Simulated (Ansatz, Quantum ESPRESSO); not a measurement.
## Rh (fcc): bulk modulus from a few volumes

How stiff is fcc Rh under hydrostatic load? Each row relaxes cell and atoms at a set pressure. The phase is followed to these pressures whether or not it stays the stable one.

Calculated with Quantum ESPRESSO 7.5, PBEsol, GBRV 1.5 ultrasoft potentials, cutoff 680 eV, Fermi–Dirac smearing 0.05 eV, k-mesh 20×20×20, no spin polarisation, no spin-orbit coupling.

Reference cell, relaxed at zero pressure with PBEsol (Fm-3m): a = 2.6752 Å, b = 2.6752 Å, c = 2.6752 Å, α = 60.00°, β = 60.00°, γ = 60.00°.

```csv
atom,x,y,z
Rh,0.0000,0.0000,0.0000
```

| V (Å³/atom) | V/V0 | P (GPa) | E − E0 (meV/atom) |
| --- | --- | --- | --- |
| 13.7272 | 1.0140 | −4.007 | 2.3 |
| 13.1209 | 0.9692 | 10.000 | 12.7 |
| 12.9384 | 0.9558 | 15.023 | 27.0 |
| 12.7704 | 0.9433 | 20.025 | 45.5 |
| 12.4679 | 0.9210 | 30.039 | 92.6 |

V0 = 13.5374 Å³ an atom, where the residual pressure P0 is −0.007 GPa. **Question.** Fit the Birch–Murnaghan law and give the pressure and the energy at V = 13.3185 Å³ an atom, a row left out above.

With the Eulerian strain f = ½[(V0/V)^(2/3) − 1] and F = (P − P0)/[3f(1 + 2f)^(5/2)], the third-order law is the line F = B0 + (3/2) B0 (B′ − 4) f.

| f | F (GPa) |
| --- | --- |
| 0.02820 | 309.64 |
| 0.01983 | 305.61 |
| 0.01532 | 303.36 |
| 0.01053 | 300.82 |
| −0.00462 | 295.40 |

A straight line through the 5 rows: the means are 0.01385 for f and 302.97 for F, Σ(Δx)² = 0.000596 and ΣΔxΔy = 0.259, so the slope is 0.259/0.000596 = 434.61 and the intercept 302.97 − (434.61)(0.01385) = 296.95.

Hence B0 = 296.9 GPa and B′ = 4 + (434.6)/(1.5 × 296.9) = 4.98. For the withheld volume f = 0.00546, F = 299.32 GPa and P = 5.03 GPa. The run itself gives 5.01 GPa, so the estimate misses by 0.02 GPa; the fitted rows themselves lie up to 0.04 GPa off the law.

Integrating the same law gives E − E0 = (9/2) B0 V0 f²[1 + (B′ − 4) f] + P0(V0 − V), with 1 GPa Å³ = 6.2415 meV: 3.4 meV an atom. The run itself gives 3.4 meV, so the estimate misses by 0.0 meV; the fitted rows themselves lie up to 0.4 meV off the law.

The same fit over all rows at other levels or in other programs gives B0 = 295 GPa with PBEsol (Ansatz).

[Logs are printed without paths, hosts, clocks, repeated set-up lines and the standing remarks that a program may print on its own settings, such as how far it seeks lower states.]
